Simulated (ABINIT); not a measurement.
# Quasiparticle gap of SiO2 (Stishovite) in ABINIT

How does a plane-wave GW calculation on SiO2 (Stishovite) run from the first input to the gap?

Calculated with ABINIT 10.8.3; PBE and many-body steps on it, plane waves.

## 1. The structure

The structure is tetragonal, space group P4_2/mnm (No. 136). The conventional cell has a = 4.177 Å, b = 4.177 Å, c = 2.665 Å, α = 90.00°, β = 90.00°, γ = 90.00°. Nearest to Si lie 6 O at 1.76 to 1.81 Å. Nearest to O lie 3 Si at 1.76 to 1.81 Å. Farther neighbours and most contacts between anions are not listed.

The cell and positions come from the Crystallography Open Database and are kept as given unless a step says otherwise.

## 2. Ground state

This step: ABINIT 10.8.3; DFT, PBE, plane waves, norm-conserving pseudopotentials.

The ground-state density comes first.

run.abi

```
acell 3*1.0 Angstrom
rprim 
  4.177300000000 0.000000000000 0.000000000000
  0.000000000000 4.177300000000 0.000000000000
  0.000000000000 0.000000000000 2.665200000000
ntypat 2
znucl 14 8
natom 6
typat 1 1 2 2 2 2
xred 
  0.000000000000 0.000000000000 0.000000000000
  0.500000000000 0.500000000000 0.500000000000
  0.305900000000 0.305900000000 0.000000000000
  0.194100000000 0.805900000000 0.500000000000
  0.694100000000 0.694100000000 0.000000000000
  0.805900000000 0.194100000000 0.500000000000
pp_dirpath "pseudos"
pseudos "Si.upf, O.upf"
ecut 36
ngkpt 6 6 8
nshiftk 1
shiftk 0 0 0
kptopt 1
chksymbreak 0
nband 23
occopt 1
tolvrs 1e-10
nstep 60
prtwf 0
optforces 0
optstress 0
indata_prefix "in"
outdata_prefix "out"
tmpdata_prefix "tmp"
```

Run with:

```
OMP_NUM_THREADS=1 mpirun -n 8 abinit run.abi > log
```

Numbers of over 12 decimals in the logs are rounded to 6 here.

The log of the run:

```text
.Version 10.8.3 of ABINIT. v10.8.2 released Aug 2026.

 Symmetries : space group P4_2/m n m (#136); Bravais tP (primitive tetrag.)
================================================================================
 Values of the parameters that define the memory need of the present run
     intxc =       0    ionmov =       0      iscf =       7    lmnmax =       6
     lnmax =       6     mgfft =      45  mpssoang =       3    mqgrid =    3001
     natom =       6  nloc_mem =       1    nspden =       1   nspinor =       1
    nsppol =       1      nsym =      16    n1xccc =    2501    ntypat =       2
    occopt =       1   xclevel =       2
-    mband =          23        mffmem =           1         mkmem =           7
       mpw =        3254          nfft =       60750          nkpt =          50
================================================================================
  Rough estimation (10% accuracy) of disk space for files :
================================================================================

--------------------------------------------------------------------------------
------------- Echo of variables that govern the present computation ------------
--------------------------------------------------------------------------------
 -outvars: echo values of preprocessed input variables --------
            acell      1.8897261259E+00  1.8897261259E+00  1.8897261259E+00 Bohr

      chksymbreak           0
             ecut      3.60000000E+01 Hartree
-          fftalg         312

              ixc     -101130
              kpt      0.00000000E+00  0.00000000E+00  0.00000000E+00
                       1.66666667E-01  0.00000000E+00  0.00000000E+00
                       3.33333333E-01  0.00000000E+00  0.00000000E+00
                       5.00000000E-01  0.00000000E+00  0.00000000E+00
                       1.66666667E-01  1.66666667E-01  0.00000000E+00
                       3.33333333E-01  1.66666667E-01  0.00000000E+00
                       5.00000000E-01  1.66666667E-01  0.00000000E+00
                       3.33333333E-01  3.33333333E-01  0.00000000E+00
                       5.00000000E-01  3.33333333E-01  0.00000000E+00
   [... 39 further rows ...]
                       5.00000000E-01  3.33333333E-01  5.00000000E-01
                       5.00000000E-01  5.00000000E-01  5.00000000E-01
         kptrlatt        6    0    0      0    6    0      0    0    8
          kptrlen      4.02919846E+01
P           mkmem           7
            natom           6
            nband          23
            ngfft          45      45      30
             nkpt          50
            nstep          60
             nsym          16
           ntypat           2
              occ      2.000000  2.000000  2.000000  2.000000  2.000000  2.000000
                       2.000000  2.000000  2.000000  2.000000  2.000000  2.000000
                       2.000000  2.000000  2.000000  2.000000  0.000000  0.000000
                       0.000000  0.000000  0.000000  0.000000  0.000000
        optforces           0
        optstress           0
            prtwf           0
            rprim      4.1773000000E+00  0.0000000000E+00  0.0000000000E+00
[...]
spgroup         136

           tolvrs      1.00000000E-10

             xred      0.0000000000E+00  0.0000000000E+00  0.0000000000E+00
[...]
znucl       14.00000    8.00000

================================================================================

 chkinp: Checking input parameters for consistency.

================================================================================
== DATASET  1 ==================================================================
-   mpi_nproc: 8, omp_nthreads: 1 (-1 if OMP is not activated)

--- !DatasetInfo
iteration_state: {dtset: 1, }
dimensions: {natom: 6, nkpt: 50, mband: 23, nsppol: 1, nspinor: 1, nspden: 1, mpw: 3254, }
cutoff_energies: {ecut:  36.0, pawecutdg:  -1.0, }
electrons: {nelect:   3.20000000E+01, charge:   0.00000000E+00, occopt:   1.00000000E+00, tsmear:   1.00000000E-02, }

 Real(R)+Recip(G) space primitive vectors, cartesian coordinates (Bohr,Bohr^-1):
 R(1)=  7.8939529  0.0000000  0.0000000  G(1)=  0.1266792  0.0000000  0.0000000
 R(2)=  0.0000000  7.8939529  0.0000000  G(2)=  0.0000000  0.1266792  0.0000000
 R(3)=  0.0000000  0.0000000  5.0364981  G(3)=  0.0000000  0.0000000  0.1985507
 Unit cell volume ucvol=  3.1384682E+02 bohr^3
 Angles (23,13,12)=  9.00000000E+01  9.00000000E+01  9.00000000E+01 degrees

 getcut: wavevector=  0.0000  0.0000  0.0000  ngfft=  45  45  30
         ecut(hartree)=     36.000   => boxcut(ratio)=   2.06368

--- Pseudopotential description ------------------------------------------------
- Si Generated using ONCVPSP code by D. R. Hamann
- 14.00000   4.00000  171031                  znucl, zion, pspdat
12 -101130 2 -1 1510                          pspcod,pspxc,lmax,lloc,mmax
     nproj     2     2     2
  pspatm : epsatm=    9.34321561
         --- l  ekb(1:nproj) -->
[...]
pspatm: atomic psp has been read  and splines computed

- O Generated using ONCVPSP code by D. R. Hamann
-  8.00000   6.00000  171031                  znucl, zion, pspdat
12 -101130 2 -1 936                           pspcod,pspxc,lmax,lloc,mmax
     nproj     2     2     1
  pspatm : epsatm=    6.19545534
         --- l  ekb(1:nproj) -->
[...]
2   -1.331955
 pspatm: atomic psp has been read  and splines computed

   1.39098408E+03                                ecore*ucvol(ha*bohr**3)
--------------------------------------------------------------------------------

_setup2: Arith. and geom. avg. npw (full set) are    3237.045    3237.034

================================================================================

--- !BeginCycle
iteration_state: {dtset: 1, }
solver: {iscf: 7, nstep: 60, nline: 4, wfoptalg: 0, }
tolerances: {tolvrs: 1.00E-10, }

     iter   Etot(hartree)      deltaE(h)  residm     vres2
 ETOT  1  -74.569188414245    -7.457E+01 7.763E-02 5.363E+02
 ETOT  2  -74.672149267115    -1.030E-01 1.202E-02 4.000E+02
 ETOT  3  -74.864252307588    -1.921E-01 9.662E-03 8.402E-01
 ETOT  4  -74.864797475181    -5.452E-04 3.806E-03 9.094E-03
 ETOT  5  -74.864798896146    -1.421E-06 2.856E-03 3.402E-04
 ETOT  6  -74.864798935009    -3.886E-08 2.850E-03 1.061E-05
 ETOT  7  -74.864798936891    -1.882E-09 9.666E-04 5.060E-07
 ETOT  8  -74.864798936999    -1.078E-10 5.745E-04 3.597E-09
 ETOT  9  -74.864798936999    -2.132E-13 1.621E-04 1.127E-10
 ETOT 10  -74.864798936998     4.121E-13 2.198E-04 4.710E-13

 At SCF step   10       vres2   =  4.71E-13 < tolvrs=  1.00E-10 =>converged.

--- !ResultsGS
iteration_state: {dtset: 1, }
comment   : Summary of ground state results
lattice_vectors:
- [  7.8939529,   0.0000000,   0.0000000, ]
- [  0.0000000,   7.8939529,   0.0000000, ]
- [  0.0000000,   0.0000000,   5.0364981, ]
lattice_lengths: [   7.89395,    7.89395,    5.03650, ]
lattice_angles: [ 90.000,  90.000,  90.000, ] # degrees, (23, 13, 12)
lattice_volume:   3.1384682E+02
convergence: {deltae:  4.121E-13, res2:  4.710E-13, residm:  2.198E-04, diffor:  0.000E+00, }
etotal    :  -7.48647989E+01
entropy   :   0.00000000E+00
fermie    :   2.51031542E-01
cartesian_stress_tensor: null
pressure_GPa: null
xred      :
- [  0.0000E+00,   0.0000E+00,   0.0000E+00, Si]
- [  5.0000E-01,   5.0000E-01,   5.0000E-01, Si]
- [  3.0590E-01,   3.0590E-01,   0.0000E+00,  O]
- [  1.9410E-01,   8.0590E-01,   5.0000E-01,  O]
- [  6.9410E-01,   6.9410E-01,   0.0000E+00,  O]
- [  8.0590E-01,   1.9410E-01,   5.0000E-01,  O]
cartesian_forces: null
force_length_stats: {min: null, max: null, mean: null, }

 Integrated electronic density in atomic spheres:
 ------------------------------------------------
 Atom  Sphere_radius  Integrated_density
[...]
================================================================================

 ----iterations are completed or convergence reached----

 Mean square residual over all n,k,spin=   16.535E-07; max=  21.979E-05
 reduced coordinates (array xred) for    6 atoms
[...]
0.500000000000      0.500000000000      0.500000000000
       0.305900000000      0.305900000000      0.000000000000
       0.194100000000      0.805900000000      0.500000000000
       0.694100000000      0.694100000000      0.000000000000
       0.805900000000      0.194100000000      0.500000000000
 rms dE/dt=  0.0000E+00; max dE/dt=  0.0000E+00; dE/dt below (all hartree)
    1       0.000000000000      0.000000000000      0.000000000000
    2       0.000000000000      0.000000000000      0.000000000000
    3       0.000000000000      0.000000000000      0.000000000000
    4       0.000000000000      0.000000000000      0.000000000000
    5       0.000000000000      0.000000000000      0.000000000000
    6       0.000000000000      0.000000000000      0.000000000000

 cartesian coordinates (angstrom) at end:
    1      0.000000     0.000000     0.000000
    2      2.088650     2.088650     1.332600
    3      1.277836     1.277836     0.000000
    4      0.810814     3.366486     1.332600
    5      2.899464     2.899464     0.000000
    6      3.366486     0.810814     1.332600
 length scales=  1.889726125908  1.889726125908  1.889726125908 bohr
              =  1.000000000000  1.000000000000  1.000000000000 angstroms
 prteigrs : about to open file out_EIG
 Fermi (or HOMO) energy (hartree) =   0.25103   Average Vxc (hartree)=  -0.44880
 Eigenvalues (hartree) for nkpt=  50  k points:
 kpt#   1, nband= 23, wtk=  0.00347, kpt=  0.0000  0.0000  0.0000 (reduced coord)
  -0.57612   -0.44238   -0.44238   -0.43351   -0.14830    0.01492    0.01492    0.02211
   0.05326    0.06318    0.13536    0.13536    0.15875    0.21854    0.21854    0.25103
   0.45999    0.49956    0.56681    0.56681    0.66193    0.68298    0.77775
 prteigrs : prtvol=0 or 1, do not print more k-points.

--- !EnergyTerms
iteration_state     : {dtset: 1, }
comment             : Components of total free energy in Hartree
kinetic             :  4.93020174063559E+01
hartree             :  1.57117769475494E+01
xc                  : -2.03760017374707E+01
Ewald energy        : -6.39508232852962E+01
psp_core            :  4.43204765820757E+00
local_psp           : -5.00270598471996E+01
non_local_psp       : -9.95675607914484E+00
total_energy        : -7.48647989369985E+01
total_energy_eV     : -2.03717496010237E+03
band_energy         : -1.95430620109491E+00

== END DATASET(S) ==============================================================
================================================================================

 -outvars: echo values of variables after computation  --------
           etotal     -7.4864798937E+01
            nband          23
             nkpt          50
          spgroup         136
 [... the other variables as echoed above ...]

 Calculation completed.
```

The job ended after 23 s (8 MPI ranks of Arm Neoverse V1, shared host; peak memory 0.58 GiB).

This step gave:

```
total energy               : -2037.1750 eV
gap                        : 5.686 eV
k of the valence top       : 0, 0, 0
k of the conduction bottom : 0, 0, 0
least direct gap           : 5.686 eV
```

The gap is direct, at Γ.

(Continued in part 2 of 3.)

[Paths, hosts, dates, memory and timing lines, banners, echoed tables and standing remarks are left out of the program output.]

[Logs are printed without paths, hosts, clocks, repeated set-up lines and the standing remarks that a program may print on its own settings, such as how far it seeks lower states.]

[Runs of the session that timed out or met a known fault of the program may be left out.]

[Hosts, paths, dates, database ids (printed as entryN), source tags and the programs' standing remarks are cut or masked in the printed files.]

[G0W0 gaps are taken among the corrected bands and points alone; a level outside them can change the order at an edge.]

[Where Ansatz stands beside ABINIT at settings called matched, ABINIT's density can come from a denser mesh and the files from another edition; pairs whose starting gaps differed by over 0.03 eV were left out, so agreement reads better than it is.]
